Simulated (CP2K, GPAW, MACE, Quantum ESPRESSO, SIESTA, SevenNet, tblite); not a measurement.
# tblite on random packing of Si37C33N30 (at. %) (97 atoms): settings against a plane-wave reference

Aim: run random packing of Si37C33N30 (at. %) (97 atoms) in tblite and see how near its forces come to a plane-wave reference, and at what cost.

Main program and level: tblite 0.8.0; the method is named at each step.

### Step 1. The structure

The cell holds 97 atoms: 36 Si, 32 C and 29 N. Its edges and angles: a = 10.175 Å, b = 10.175 Å, c = 10.175 Å, α = 90.0°, β = 90.0°, γ = 90.0°. 97 atoms (36 Si, 32 C, 29 N) packed at random in a cube at 2.84 g/cm³ and pushed apart as soft spheres; a start for melting by ab initio MD, not an equilibrated structure. Then every atom was moved at random, 0.02 Å r.m.s. a Cartesian component.

The yardstick, on the same geometry:

- method: Kohn-Sham DFT, PBE, SSSP efficiency 1.3.0 pseudopotentials, plane waves (Quantum ESPRESSO 7.5); sssp-pbe-1.3.0-efficiency, cutoffs 60/480 Ry, Γ point
- r.m.s. force component: 1.787 eV/Å
- longest force: 6.218 eV/Å
- pressure: -0.931 GPa
- time: 2.5 min on 4 MPI ranks of Arm Neoverse V2, shared host
- CPU time: 9.8 min

### Step 2. GFN1-xTB

Method: GFN1-xTB tight binding, diagonalisation.

Contents of run.py:

```python
import numpy as np
from ase.io import read
from tblite.ase import TBLite

atoms = read("structure.xyz")
atoms.calc = TBLite(method="GFN1-xTB", electronic_temperature=580, accuracy=1.0, max_iterations=250, mixer_damping=0.1, verbosity=1)
energy = atoms.get_potential_energy()
forces = atoms.get_forces()
print(f"energy {energy:.6f} eV")
print("forces (eV/A)")
for i, (a, f) in enumerate(zip(atoms, forces)):
    print(f"{i:4d} {a.symbol:2s} {f[0]:10.5f} {f[1]:10.5f} {f[2]:10.5f}")
stress = -atoms.get_stress(voigt=False) * 160.21766
print("stress (GPa, compression positive)")
for row in stress:
    print(" ".join(f"{x:10.4f}" for x in row))
print("charges (e)")
print(np.array2string(atoms.get_charges(), precision=4, suppress_small=True, max_line_width=110, threshold=100000))
```

Contents of structure.xyz:

```xyz
97
Lattice="10.17490 0.00000 0.00000 0.00000 10.17490 0.00000 0.00000 0.00000 10.17490" Properties=species:S:1:pos:R:3 pbc="T T T"
Si 8.19853 9.13370 9.74409
Si 7.09903 5.20314 2.17895
Si 5.10312 1.14498 6.85178
Si 7.14136 2.65585 2.71171
Si 1.85712 3.16104 9.09402
Si 6.98558 0.12332 5.81363
Si 9.47985 1.58871 6.50034
Si 8.57642 7.28452 7.99483
Si 5.74902 6.67616 4.10008
Si 7.17951 0.73351 3.71180
Si 10.04263 2.56591 8.36814
Si 0.60439 4.60129 7.60492
Si 8.26497 2.47983 4.89464
Si 0.60856 7.43032 2.05614
Si 1.35245 3.80378 5.45293
Si 4.31253 3.77092 1.58301
Si 5.37347 9.46632 4.57870
Si 8.15121 5.59192 5.71717
Si 5.65684 2.86423 5.54491
Si 1.91481 9.55362 4.44124
Si 3.98510 0.75396 9.70706
Si 7.56524 5.42760 8.35736
Si 5.89880 7.40417 2.07019
Si 2.55349 2.50689 0.87453
Si 5.40328 4.47787 3.30959
Si 2.98013 1.82294 6.66334
Si 4.88985 2.41929 3.57709
Si 6.51947 3.90798 7.21604
Si 9.28205 9.83526 7.44803
Si 9.38238 9.38797 5.33328
Si 0.67572 7.06769 8.48699
Si 1.31704 5.64737 2.99325
Si 8.83303 7.09598 0.15456
Si 9.07194 4.60821 9.62495
Si 3.37797 9.94790 6.13485
Si 5.77242 3.54809 9.29324
C 2.84714 0.80341 1.56551
C 4.44419 8.30791 7.24707
C 7.18887 8.47447 3.69227
C 6.72113 1.74561 8.58538
C 8.86997 9.15365 1.47597
C 0.69769 4.76816 9.42989
C 7.16343 8.33385 6.65388
C 0.63766 8.41769 6.56108
C 0.15618 9.02534 0.06247
C 2.74916 1.58321 3.56701
C 4.42150 3.02398 7.05823
C 3.03568 3.92029 4.07311
C 7.09150 0.31847 7.58956
C 5.03790 1.75629 0.69606
C 7.82450 7.28645 1.83820
C 6.47490 9.82478 10.02177
C 1.47607 6.84903 5.69855
C 2.50811 7.81381 0.34330
C 0.56562 1.50416 9.82244
C 2.09481 0.30138 10.01353
[... 37 atom lines left out ...]
N 7.49402 2.69757 0.03968
N 9.97568 4.50504 4.69521
N 5.52823 6.63739 6.83021
N 1.34360 0.86924 5.77253
```

The run is started by

```console
$ OMP_NUM_THREADS=1 python run.py > output.txt
```

The program printed:

```text
------------------------------------------------------------
  cycle        total energy    energy error   density error
------------------------------------------------------------
      1     -195.1868408300  -1.9591564E+02   8.9238698E-01
      2     -211.8233134988  -1.6636473E+01   6.5519181E-01
      3     -211.1501521027   6.7316140E-01   5.5891635E-01
      4     -211.9018695402  -7.5171744E-01   4.8363316E-01
      5     -216.1145107452  -4.2126412E+00   3.9099359E-01
      6     -217.1563476150  -1.0418369E+00   3.0931842E-01
      7     -218.2452783563  -1.0889307E+00   1.4275525E-01
      8     -218.6769203248  -4.3164197E-01   7.8221641E-02
      9     -218.7740137798  -9.7093455E-02   6.0406439E-02
     10     -219.0635489761  -2.8953520E-01   1.8755502E-02
     11     -219.0697841113  -6.2351352E-03   1.2915978E-02
     12     -219.0785514813  -8.7673700E-03   7.1188054E-03
     13     -219.0809050230  -2.3535417E-03   4.2617696E-03
     14     -219.0811047181  -1.9969503E-04   3.0498518E-03
     15     -219.0813400465  -2.3532847E-04   2.3257769E-03
     16     -219.0814577351  -1.1768860E-04   1.5252792E-03
     17     -219.0814560124   1.7227054E-06   1.0922443E-03
     18     -219.0814731588  -1.7146406E-05   6.3452066E-04
     19     -219.0814781407  -4.9818550E-06   3.2019480E-04
     20     -219.0814796115  -1.4708318E-06   1.7167711E-04
     21     -219.0814802789  -6.6742598E-07   1.2993580E-04
     22     -219.0814808818  -6.0286104E-07   7.5677529E-05
     23     -219.0814808700   1.1790718E-08   5.7852975E-05
     24     -219.0814808953  -2.5268548E-08   3.6409156E-05
     25     -219.0814809139  -1.8588764E-08   1.6279933E-05
------------------------------------------------------------
 total:                                   4.461 sec
energy -5961.510748 eV
forces (eV/A)
   0 Si   -1.40838    4.72451    1.56065
   1 Si    4.96363    1.21550   -2.12646
   2 Si    3.25193   -2.06386    3.31011
   3 Si    2.60308    1.19509   -3.39969
   4 Si    3.98814    1.99316    0.78954
   5 Si    1.31173   -2.69142    4.08674
   6 Si    2.54248    0.67030   -3.29238
   7 Si   -0.47805    4.85676   -3.15601
   8 Si   -2.07680    0.59792    4.00864
   9 Si    0.78229   -3.93238   -5.09484
  10 Si   -5.58001   -1.49165    1.29592
  11 Si   -0.05761    4.55137   -2.79053
  12 Si    2.87736    0.36165   -3.00502
  13 Si   -1.05325    3.84123   -0.76809
  14 Si    0.51438    1.01985   -4.60283
  15 Si   -2.14305   -0.75831   -4.42513
  16 Si   -2.52008   -3.00627   -2.93200
  17 Si    1.27488    1.19092   -2.39123
  18 Si   -0.34843    3.31576   -0.27653
  19 Si   -0.17900   -0.07368   -2.22435
  20 Si   -0.19202   -3.98059    0.11142
  21 Si   -4.22032    2.13404   -0.38399
  22 Si    0.01157    2.28536   -5.58483
  23 Si   -1.85737   -0.51644    5.28699
[...]
89 N     2.39374    1.06223    2.06752
  90 N     2.12661    0.08156    0.74469
  91 N    -0.05530   -1.02775    2.66337
  92 N     0.37721   -0.61046   -2.73528
  93 N     0.03884    1.52072    0.67680
  94 N     0.46710    0.60539    0.22033
  95 N    -3.26589    2.85394    4.44734
  96 N    -0.38755    0.85679   -0.99496
stress (GPa, compression positive)
   -4.8703     1.3747     0.4621
    1.3747     0.2471    -2.4013
    0.4621    -2.4013     2.6057
charges (e)
[ 0.0187  0.2762  0.1575  0.3197  0.2489 -0.0266  0.0195  0.0097  0.0501  0.1696  0.103   0.1624  0.1714
  0.2842  0.3411  0.0712  0.2419  0.2631  0.1187  0.271   0.0963  0.0881  0.1346  0.1061  0.0805  0.3207
  0.0266  0.0836  0.0349  0.1722  0.0042  0.2809  0.27    0.2537  0.2497  0.1368  0.0942  0.0618 -0.0209
 -0.0333  0.1499  0.0357 -0.0336 -0.0621 -0.0001  0.0856 -0.036   0.0627 -0.0791  0.02    0.0632  0.0461
  0.0071  0.0933  0.0688  0.0346  0.107  -0.0644  0.1227 -0.0583  0.0051  0.0675  0.096  -0.0368  0.0572
 -0.1545  0.0427  0.0108 -0.1077 -0.1604 -0.25   -0.1762 -0.1526 -0.1633 -0.2031 -0.2839 -0.1943 -0.2598
 -0.228  -0.2114 -0.2359 -0.3207 -0.2372 -0.2373 -0.1861 -0.1554 -0.2335 -0.1208 -0.2743 -0.2241 -0.2971
 -0.2775 -0.3233 -0.2109 -0.1316 -0.1847 -0.3217]
```

Run time: 5 s. Hardware: 1 thread of Arm Neoverse V2, shared host; peak memory 0.14 GiB.

Banners, paths, timers and routine set-up lines are dropped from the logs unmarked, and long logs keep their key lines alone; longer cuts are marked.

Against the reference:

| Property | Result |
| --- | --- |
| r.m.s. force component | 2.425 eV/Å |
| r.m.s. difference of force components | 847.6 meV/Å |
| longest difference of force vectors | 2956 meV/Å |
| force difference over r.m.s. force | 47.44 % |
| slope of forces against the reference's | 1.309 |
| correlation of force components | 0.9641 |
| pressure | -0.6725 GPa |
| pressure difference | 0.2585 GPa |

Length of the force difference by element (eV/Å):

| element | atoms | mean | most |
| --- | --- | --- | --- |
| C | 32 | 1.1 | 3.0 |
| N | 29 | 1.0 | 2.5 |
| Si | 36 | 1.8 | 2.9 |

The surroundings of Si12, which has 5 bonded neighbours where the commonest count for Si is 4, nearest first, numbered as they follow in the input and with coordinates relative to it.

| atom | x | y | z | distance (Å) | bonds | Mulliken charge (e) | Fx | Fy | Fz (eV/Å) |
| --- | --- | --- | --- | --- | --- | --- | --- | --- | --- |
| Si12 | 0.00 | 0.00 | 0.00 | 0.00 | 5 | 0.16 | -0.06 | 4.55 | -2.79 |
| N70 | 1.10 | -1.33 | -0.51 | 1.80 | 4 | -0.16 | -0.20 | -0.79 | 1.44 |
| C42 | 0.09 | 0.17 | 1.82 | 1.83 | 3 | 0.04 | 2.32 | -1.06 | 0.68 |
| Si11 | -0.74 | -2.04 | 0.76 | 2.30 | 6 | 0.10 | -5.58 | -1.49 | 1.30 |
| Si15 | 0.75 | -0.80 | -2.15 | 2.41 | 5 | 0.34 | 0.51 | 1.02 | -4.60 |
| Si5 | 1.25 | -1.44 | 1.49 | 2.42 | 7 | 0.25 | 3.99 | 1.99 | 0.79 |
| C66 | -2.39 | -0.91 | 0.06 | 2.56 | 3 | -0.15 | 2.09 | -0.19 | 0.15 |
| Si31 | 0.07 | 2.47 | 0.88 | 2.62 | 1 | 0.00 | 1.89 | 0.94 | -1.35 |
| Si34 | -1.71 | 0.01 | 2.02 | 2.64 | 2 | 0.25 | 1.52 | -3.83 | 5.79 |
| N69 | 2.29 | -0.21 | -1.35 | 2.67 | 1 | -0.11 | 3.23 | 3.93 | -1.15 |

Atoms are counted from 1 here, from 0 in the log.

Forces lie 47 % from the reference's, at 0.0084 times its CPU time (on 1 against 4 cores).

### Step 3. GFN2-xTB

Method: GFN2-xTB tight binding, diagonalisation.

Changes to run.py since step 2:

```diff
@@ -5,3 +5,3 @@
 atoms = read("structure.xyz")
-atoms.calc = TBLite(method="GFN1-xTB", electronic_temperature=580, accuracy=1.0, max_iterations=250, mixer_damping=0.1, verbosity=1)
+atoms.calc = TBLite(method="GFN2-xTB", electronic_temperature=580, accuracy=1.0, max_iterations=250, mixer_damping=0.1, verbosity=1)
 energy = atoms.get_potential_energy()
```

structure.xyz is that of step 2.

The program printed:

```text
------------------------------------------------------------
  cycle        total energy    energy error   density error
------------------------------------------------------------
      1     -158.9239052440  -1.6021724E+02   4.9626404E-01
      2     -189.5409648370  -3.0617060E+01   4.2071212E-01
      3     -198.5671888334  -9.0262240E+00   3.6614623E-01
      4     -201.3802053007  -2.8130165E+00   3.4763692E-01
      5     -201.8442399381  -4.6403464E-01   3.3044150E-01
      6     -202.8271111518  -9.8287121E-01   3.1060921E-01
[...]
135     -206.5487825733  -1.0172130E-10   2.7322249E-05
    136     -206.5487825832  -9.8964392E-09   2.3715833E-05
    137     -206.5487825871  -3.9231054E-09   1.8531981E-05
------------------------------------------------------------
 total:                                  18.524 sec
energy -5620.478656 eV
forces (eV/A)
   0 Si   -0.53791    2.17684    2.49927
   1 Si    5.20179   -0.50876   -1.54765
   2 Si    2.32720   -1.41473   -0.15463
   3 Si    2.01527    1.08596   -1.42442
   4 Si    3.53793    2.24477   -0.03227
   5 Si   -3.05837   -0.54629    2.06561
[...]
94 N     1.11184    1.30900    0.80724
  95 N    -3.31034    2.52839    4.00007
  96 N     1.28117    1.23317   -0.03496
stress (GPa, compression positive)
  -17.2848     0.5705    -2.5765
    0.5705   -11.7366    -2.9262
   -2.5765    -2.9262   -10.3887
charges (e)
[ 0.3676  0.3718  0.2747  0.3549  0.4733  0.1119  0.1734  0.1904  0.3186  0.2823  0.2664  0.3223  0.3342
  0.5479  0.5262  0.2712  0.3928  0.4909  0.2908  0.5097  0.4895  0.1616  0.4055  0.3858  0.1469  0.44
  0.227   0.3426  0.2245  0.3893  0.3579  0.5262  0.4047  0.399   0.3755  0.4246 -0.0073 -0.1426 -0.2936
 -0.1193 -0.1308 -0.1922 -0.2248 -0.2284 -0.1584 -0.119  -0.2341 -0.2084 -0.1849 -0.1682 -0.1887 -0.0597
 -0.1783 -0.0447 -0.0721 -0.0841  0.0987 -0.2317  0.0234 -0.2707 -0.1808 -0.0785 -0.1546 -0.1237 -0.2071
 -0.3701 -0.1487 -0.0588 -0.2585 -0.4121 -0.1029 -0.0982 -0.3267 -0.1249 -0.2131 -0.4721 -0.2663 -0.4824
 -0.1208 -0.1534 -0.2244 -0.362  -0.1241 -0.1392 -0.2297 -0.2505 -0.2594 -0.2208 -0.483  -0.3505 -0.4067
 -0.3657 -0.2683 -0.2071 -0.3521 -0.1242 -0.4308]
```

It took 19 s on 1 thread; peak memory 0.14 GiB.

Numbers from this run, and their distance from the reference:

```
r.m.s. force component                  : 2.1 eV/Å
r.m.s. difference of force components   : 1031 meV/Å
longest difference of force vectors     : 4713 meV/Å
force difference over r.m.s. force      : 57.7 %
slope of forces against the reference's : 1.024
correlation of force components         : 0.8714
pressure                                : -13.14 GPa
pressure difference                     : -12.21 GPa
```

Against the first run (47 %), the force difference from the reference is 58 %, at 3.8 times the CPU time (137 SCF steps against 25).

### Step 4. Side by side

Differences are against the plane-wave reference, forces as r.m.s. over components; share is that over the reference's r.m.s. force, slope the least-squares factor from reference forces to these. Total energies of different programs have different zeros and aren't compared.

| run | Δ force, r.m.s. (meV/Å) | share (%) | slope | Δ pressure (GPa) | cores | CPU time | memory (GiB) |
| --- | --- | --- | --- | --- | --- | --- | --- |
| reference | - | - | - | - | 4 | 9.8 min | 3.8 |
| tblite GFN1-xTB | 848 | 47.4 | 1.309 | 0.259 | 1 | 5 s | 0.14 |
| tblite GFN2-xTB | 1031 | 57.7 | 1.024 | -12.2 | 1 | 19 s | 0.14 |

CPU time is summed over cores on a shared host, where runs went side by side, so it is rough. Symmetry, cutoffs, thresholds, outputs and thread counts weren't matched or tuned between programs; memory under MPI is the largest rank's times the ranks.

A second geometry, displaced anew (every atom was moved at random, 0.06 Å r.m.s. a Cartesian component), gives an energy difference that all programs can be tested on. The reference puts it at 31.23 meV/atom.

| run | energy less the first geometry's (meV/atom) | error (meV/atom) | force share at the second geometry (%) |
| --- | --- | --- | --- |
| tblite GFN1-xTB | 41.98 | 10.7 | 51.3 |
| tblite GFN2-xTB | 41.08 | 9.84 | 60.7 |

### Step 5. Summary of results

| Property | Result |
| --- | --- |
| nearest in forces | tblite GFN1-xTB, 47 % |
| its CPU time | 5 s |

Tight binding differs by 47 % (tblite GFN1-xTB) to 58 % (tblite GFN2-xTB); it is another model, with fitted parameters of its own, and the xTB methods hold dispersion. tblite GFN2-xTB needed 137 SCF steps, so its time overstates the method's usual cost. Of the electronic-structure runs that take under half the reference's CPU time, tblite GFN1-xTB comes nearest, at 47 % in 5 s against 9.8 min. The energy difference between the two geometries, 31.2 meV/atom in the reference, is met best by tblite GFN2-xTB (+9.84) and worst by tblite GFN1-xTB (+10.7). Periodic xTB results under one method name differ between programs and library versions. The reference's pressure holds the uncorrected Pulay stress of its 60 Ry basis, so small pressure differences, and their order, may be the reference's own error. The electron count is odd in QE PBE, sssp-1.3.0-efficiency, 60/480 Ry, and they have no spin polarisation, so the unpaired electron is spread evenly over both spins. The reference's stress is far from hydrostatic: its diagonal is -3.0, -1.1, 1.2 GPa, compression counted positive. The electronic-structure runs sample only Γ, in a cell whose shortest periodic width is 10 Å, which is coarse for a cell with partly filled levels.

[Also dropped from logs without a mark: logging warnings of Python, and SIESTA's first energy breakdown and zero terms.]

[Logs are printed without paths, hosts, clocks, repeated set-up lines and the standing remarks that a program may print on its own settings, such as how far it seeks lower states.]

[Hosts, paths, dates, database ids (printed as entryN), source tags and the programs' standing remarks are cut or masked in the printed files.]
